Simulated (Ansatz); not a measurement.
# Se on Al(111): change of the work function, part 4 of 4

Wanted: Δφ(θ) for Se/Al(111), starting from the fcc site.

Ansatz 0.2.0; plane-wave DFT, PBE, Ansatz PAW.

So far, work function, upper face (eV): step 2 (the clean slab) 4.02; step 3 (37 atoms, coverage 0.111 ML, cell 3x3) 4.20; step 4 (17 atoms, coverage 0.25 ML, cell 2x2) 4.41.

### Step 5. The covered slab, k-mesh 6×6×1, coverage 0.5 ML (continued)

The density of states has structure finer than the step of the table below, so its rows give means over 0.25 eV, whole bins alone (the curve runs from -8 to 1.98 eV). Peaks (eV: height): -4.330: 14.0, -3.790: 15.9, -3.040: 14.7, -1.020: 16.1, -0.180: 14.2, 0.630: 12.0, 1.890: 19.1.

Table of density of states by energy, zero at the Fermi level; means over each step:

| energy (eV) | density of states (states/eV a cell) |
| --- | --- |
| -7.75 | 5.25 |
| -7.50 | 4.14 |
| -7.25 | 3.40 |
| -7.00 | 3.33 |
| -6.75 | 5.24 |
| -6.50 | 4.48 |
| -6.25 | 5.72 |
| -6.00 | 5.23 |
| -5.75 | 4.80 |
| -5.50 | 5.89 |
| -5.25 | 6.37 |
| -5.00 | 6.62 |
| -4.75 | 6.24 |
| -4.50 | 6.61 |
| -4.25 | 7.06 |
| -4.00 | 5.61 |
| -3.75 | 7.62 |
| -3.50 | 6.85 |
| -3.25 | 7.42 |
| -3.00 | 10.4 |
| -2.75 | 7.64 |
| -2.50 | 9.04 |
| -2.25 | 4.96 |
| -2.00 | 6.73 |
| -1.75 | 6.58 |
| -1.50 | 6.98 |
| -1.25 | 6.26 |
| -1.00 | 8.19 |
| -0.75 | 7.73 |
| -0.50 | 6.62 |
| -0.25 | 8.64 |
| 0.00 | 5.72 |
| 0.25 | 5.70 |
| 0.50 | 8.77 |
| 0.75 | 8.64 |
| 1.00 | 8.10 |
| 1.25 | 9.04 |
| 1.50 | 6.95 |
| 1.75 | 8.26 |

The relaxation took 5 steps and lowered the energy by 0.35 eV; the largest force on the free atoms ends at 0.017 eV/Å.

The covered face has 4.42 eV, +0.40 eV against the clean one; the bare back face has moved by +0.05 eV, a measure of how thin the slab is.

### Step 6. Adsorbate added, k-mesh 12×12×1, coverage 1 ML

System of this step: Se/Al(111). The cell holds 5 atoms: 4 Al and 1 Se. Its edges and angles: a = 2.864 Å, b = 2.864 Å, c = 26.809 Å, α = 90.0°, β = 90.0°, γ = 60.0°. Vacuum lies along c.

Another coverage, to see how the dipoles act on each other as their distance changes.

input.yaml reads:

```yaml
crystal:
  lattice:
    - [2.8637824638, 0.0, 0.0]
    - [1.4318912319, 2.4801083646, 0.0]
    - [0.0, 0.0, 26.8090152073]
  atoms:
    - { symbol: Al, position: [0.0, 0.0, 0.3357079673] }
    - { symbol: Al, position: [0.3333333333, 0.3333333333, 0.4229274556] }
    - { symbol: Al, position: [0.6666666667, 0.6666666667, 0.5081857574] }
    - { symbol: Al, position: [0.0, 0.0, 0.5952293325] }
    - { symbol: Se, position: [0.3333333333, 0.3333333333, 0.6642920327] }
kpoints:
  mp_grid: { grid: [12, 12, 1] }
hamiltonian:
  xc: pbe
scf:
  occupations: { method: fermi_dirac, width: 0.1 }
  convergence: { dr2_threshold: 1.0e-08 }
efield:
  axis: 3
  dipole_correction: true
  ramp_position: 0.97
  ramp_width: 0.06
relax:
  f_tol: 0.02
  max_steps: 60
  constraints: [{ sites: [0, 1] }]
output:
  write_potential: true
  write_density: true
  volumetric_format: npy
```

Command:

```bash
ansatz run input.yaml --threads 2 --pin off --max-ram 4096MiB --backend cpu --events-out ev --progress --plain --runs-dir out
```

Numbers of over 12 decimals in the logs are rounded to 6 here.

Log:

```text
[...]
Crystal: 5 atoms, lattice volume = 190.411 Å³
Basis set: ecut = 420 eV, 3737 PW (Γ), exchange–correlation on 40×40×360 points (8 copies of the dense FFT grid, shifted against one another)
Bands: 19, of which v1, the nominal top of the filled ones, is band 14 counted from 1 (13 counted from 0)
Symmetry: 6 space group operations
[...]
--- Relaxed structure (5 steps of the walk, 5 accepted, 0 SCFs on fresh bases) ---
  F+E_penalty+E_count = -7618.28313253 eV   max|allowed force component| = 1.085e-2 eV/Å
  atoms:
[...]
- { symbol: Al, position: [0.333333, 0.333333, 0.422927] }
    - { symbol: Al, position: [0.666667, 0.666667, 0.510402] }
[...]
- { symbol: Se, position: [0.333333, 0.333333, 0.681536] }
[key lines of the parts left out:]
SCF converged after 7 iterations
Free energy (F): -7618.283133 eV
Fermi energy:    1.644163 eV
Dipole field:    D = -0.013247 V/Å  (p = -0.013940 e·Å, saw-weighted, corrected)
Work function:   Φ+ = 4.4974 eV   Φ− = 4.1422 eV
```

The job ended after 16 s (2 threads of Arm Neoverse V1, shared host; peak memory 0.4 GiB; 31 s of CPU time).

The steps of the relaxation:

| step | energy less that of the first step (eV) | largest force component (eV/Å) |
| --- | --- | --- |
| 1 | 0.0000 | 1.2643 |
| 2 | -0.0867 | 0.6244 |
| 3 | -0.1508 | 0.2427 |
| 4 | -0.1710 | 0.0355 |
| 5 | -0.1720 | 0.0109 |

The run keeps the 6 symmetry operations that it works with, so distortions that break them were not tested.

The atoms that moved most (Å):

| atom | dx | dy | dz | length |
| --- | --- | --- | --- | --- |
| Se5 | 0.000 | 0.000 | 0.462 | 0.462 |
| Al3 | 0.000 | 0.000 | 0.059 | 0.059 |
| Al4 | 0.000 | 0.000 | 0.047 | 0.047 |

Final coordinates:

```
Al Se
1.0
     2.86378    0.00000    0.00000
     1.43189    2.48011    0.00000
     0.00000    0.00000   26.80902
Al Se
4 1
Direct
  0.00000 0.00000 0.33571
  0.33333 0.33333 0.42293
  0.66667 0.66667 0.51040
  0.00000 0.00000 0.59700
  0.33333 0.33333 0.68154
```

The relaxation took 5 steps and lowered the energy by 0.17 eV; the largest force on the free atoms ends at 0.011 eV/Å.

The covered face has 4.50 eV, +0.48 eV against the clean one; the bare back face has moved by +0.12 eV, a measure of how thin the slab is.

### Step 7. Work function against coverage

This step: plane-wave DFT, PBE, Ansatz PAW; work function against coverage (Ansatz 0.2.0).

The runs are now put side by side.

Numbers from this step:

```
work function of the clean face     : 4.021 eV
largest change of the work function : 0.4769 eV
```

Table of work function of the covered face by coverage:

| coverage (adsorbates/nm²) | work function of the covered face (eV) |
| --- | --- |
| 0.00 | 4.02 |
| 1.56 | 4.20 |
| 3.52 | 4.41 |
| 7.04 | 4.42 |
| 14.08 | 4.50 |

The dipole per adsorbate comes from the change of the cell's dipole. Coverage, by row:

| coverage (1/nm²) | coverage (ML) | work function (eV) | change (eV) | dipole per adsorbate, positive end outwards (debye) | mean height of the added atoms over the highest substrate atom (Å) |
| --- | --- | --- | --- | --- | --- |
| 1.564 | 0.1111 | 4.197 | 0.1764 | -0.281 | 1.774 |
| 3.52 | 0.25 | 4.406 | 0.385 | -0.283 | 1.802 |
| 7.04 | 0.5 | 4.424 | 0.4031 | -0.134 | 1.93 |
| 14.08 | 1 | 4.497 | 0.4769 | -0.067 | 2.266 |

### Step 8. Outcome

```yaml
work_function_of_the_clean_face: 4.02 eV
work_function_at_0p11_ml: 4.20 eV
work_function_at_0p25_ml: 4.41 eV
work_function_at_0p5_ml: 4.42 eV
work_function_at_1_ml: 4.50 eV
dipole_per_adsorbate_at_0p11_ml_positive_end_outwards: -0.28 D
```

Se raises the work function of Al(111) at the lowest coverage, by 0.18 eV: the adsorbate layer has its negative end outwards. The dipole per adsorbate falls from 0.28 to 0.07 D as the layer fills. Neighbouring dipoles depolarise each other, and heights and bonding change with coverage too. At the highest coverage the adsorbates are pressed to about 2.9 Å, closer than unbonded atoms of this kind usually come, so a real layer may not reach it. The slab has 4 layers, at the tabulated experimental lattice constant, one starting site was run, and quantum-size effects of a slab this thin can reach one or two tenths of an eV.

[Logs are printed without paths, hosts, clocks, repeated set-up lines and the standing remarks that a program may print on its own settings, such as how far it seeks lower states.]

[Hosts, paths, dates, database ids (printed as entryN), source tags and the programs' standing remarks are cut or masked in the printed files.]

[Maps of the electrostatic potential energy from Ansatz leave out the sawtooth potential of an applied field or a dipole correction, so their vacuum need not be flat; planar profiles and work functions include it.]

[The density of states shown here was stored with 400 of the rows of the run's finer table, so its peaks can read low, often by over a quarter, or be missed, and its means over a window can be off by a tenth or more.]
